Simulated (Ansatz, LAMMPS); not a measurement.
# Static equation of state of amorphous Si0.7Ge0.3 (120 atoms)

Density of this cell: 3.21 g/cm³. The cell holds 120 atoms: 84 Si and 36 Ge. Cell: a = 13.739 Å, b = 13.565 Å, c = 13.803 Å, α = 89.7°, β = 90.0°, γ = 88.7°. The starting structure: 120 atoms (84 Si, 36 Ge) placed at random at 3.16 g/cm³, melted at 3500 K for 10 ps at fixed volume with the Tersoff potential (Tersoff, Phys. Rev. B 39, 5566 (1989)). Quenched from 3500 K to 700 K at 30 K/ps and fixed volume, held 5 ps, then minimised at fixed cell.

Calculated with Ansatz 0.2.0: Kohn-Sham DFT, PBE, PAW (set soft_2), plane waves; cutoff 420 eV, Γ point, gaussian smearing of 0.05 eV. Cell and atoms were relaxed first, to V0 = 21.431 Å³ an atom at a residual P0 = -0.002 GPa. The cell was then scaled evenly, and the atoms were relaxed at each volume.

| volume (Å³/atom) | pressure (GPa) |
| --- | --- |
| 19.288 | ? |
| 20.146 | 4.119 |
| 20.788 | 1.947 |
| 22.074 | -1.692 |
| 22.717 | -2.797 |

Task: Fit the third-order Birch–Murnaghan equation to the rows given and extrapolate to the withheld row.

Worked fit:

Take the Eulerian strain f = ½[(V0/V)^(2/3) − 1] and the normalised pressure F = (P − P0) / [3f(1 + 2f)^(5/2)]. The third-order Birch–Murnaghan equation is then the line F = B0 + (3/2)B0(B′ − 4) f, so u = f and v = F.

```
      u = f  v = F (GPa)
  0.0210565      58.8469
  0.0102568      60.1989
-0.00975649      60.6610
 -0.0190505      53.8878
```

With n = 4: mean u = 6.2655e-4, mean v = 58.3986, Σ(u − ū)² = 0.0010051, Σ(u − ū)(v − v̄) = 0.091766. Slope b = 0.091766 / 0.0010051 = 91.299; intercept a = v̄ − b ū = 58.341.

So B0 = a = 58.3 GPa and B′ = 4 + 2b/(3a) = 5.04. At the withheld volume f = 0.03638, F = a + b f = 61.66 GPa, and P = P0 + 3f(1 + 2f)^(5/2) F.

Prediction at 19.288: 8.020 GPa. The run gave 5.996 GPa, so the fit is high by 2.0 GPa (34 % of the value).

The series isn't one smooth equation of state: even a line fitted to all rows, the withheld one included, misses F by up to 13.4 %, the count of bonds changes along the series and an atom moves over 0.5 Å in some relaxation. B0 and B′ are then only the numbers of this fit, not moduli of the material. Among the rows given, the largest miss of the fit is at 22.717, by 0.14 GPa (1.6 % of the range of the table).

Limits: Static cells at zero temperature; the cell shape is held. The program notes that the SCF threshold of these relaxations is loose for the stress. The quench rate of 30 K/ps is many orders above laboratory rates, so the cell is likely richer in defects and strain than a real sample. The network of bonds at the start is that of the classical potential that made the cell, and needn't be the one that DFT or experiment would give. Only the Γ point is sampled, in a cell whose shortest periodic width is 14 Å.

[Logs are printed without paths, hosts, clocks, repeated set-up lines and the standing remarks that a program may print on its own settings, such as how far it seeks lower states.]

[Hosts, paths, dates, database ids (printed as entryN), source tags and the programs' standing remarks are cut or masked in the printed files.]
